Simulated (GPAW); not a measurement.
## ZnS (P6_3mc): how ε∞ follows the gap

The empty bands of ZnS (P6_3mc) are shifted up rigidly by Δ, and ε∞ along x is computed for each shift. x, y and z are the Cartesian axes of the input cell.

The structure is hexagonal, space group P6_3mc (No. 186). The conventional cell has a = 3.811 Å, b = 3.811 Å, c = 6.234 Å, α = 90.00°, β = 90.00°, γ = 120.00°. Zn on site b is surrounded by 4 S at 2.31 to 2.40 Å. S on site b is surrounded by 4 Zn at 2.31 to 2.40 Å.

Method: GPAW 26.7.0, LDA, RPA, k-mesh 9×9×5, local fields up to 50 eV, Lorentzian half width 0.15 eV.

Launch of the response step: `OMP_NUM_THREADS=1 python df.py`. The series took 7.5 min in all, its band step included, on 1 thread of Arm Neoverse V2, on a shared host.

| Δ (eV) | ε∞ along x |
| --- | --- |
| 0.00 | ? |
| 0.40 | 5.619 |
| 0.80 | 5.344 |
| 1.20 | 5.105 |
| 1.60 | 4.895 |
| 2.00 | 4.706 |

With one effective transition at E₀ and fixed dipole strength, ε∞ − 1 = A/(E₀ + Δ), so 1/(ε∞ − 1) is linear in Δ.

Working, on the rows shown:

| x = Δ (eV) | y = 1/(ε∞ − 1) |
| --- | --- |
| 0.4 | 0.216497 |
| 0.8 | 0.230203 |
| 1.2 | 0.243605 |
| 1.6 | 0.256739 |
| 2 | 0.269833 |

Means: x̄ = 1.2, ȳ = 0.24338. Σ(x − x̄)(y − ȳ) = 0.05328, Σ(x − x̄)² = 1.6. Slope = 0.05328 / 1.6 = 0.0333; intercept = ȳ − slope · x̄ = 0.20341. Turned back into ε∞ along x, the line misses the rows shown by at most 0.005.

Question: What does the fit predict for the withheld row, and how well does it do?

Answer: At x = 0 the line gives y = 0.20341, that is 5.916. The run gave 5.938, so the extrapolation is off by 0.022, 1.8 % of the range in the table.

Refitted with all rows, the slope is 0.03362 and the intercept 0.20294. These give E₀ = intercept/slope = 6.0 eV, far above the least direct gap of 1.99 eV: most of the screening comes from transitions well over the edge. Over the first step ε∞ falls by 13 % per eV. The cell comes from an older database entry, whose edges can be off by a per cent or so. Excitons are left out; LDA gaps are as a rule too small. The values come from a sum over the points of one k-mesh and carry its error, which grows as the direct gap shrinks.
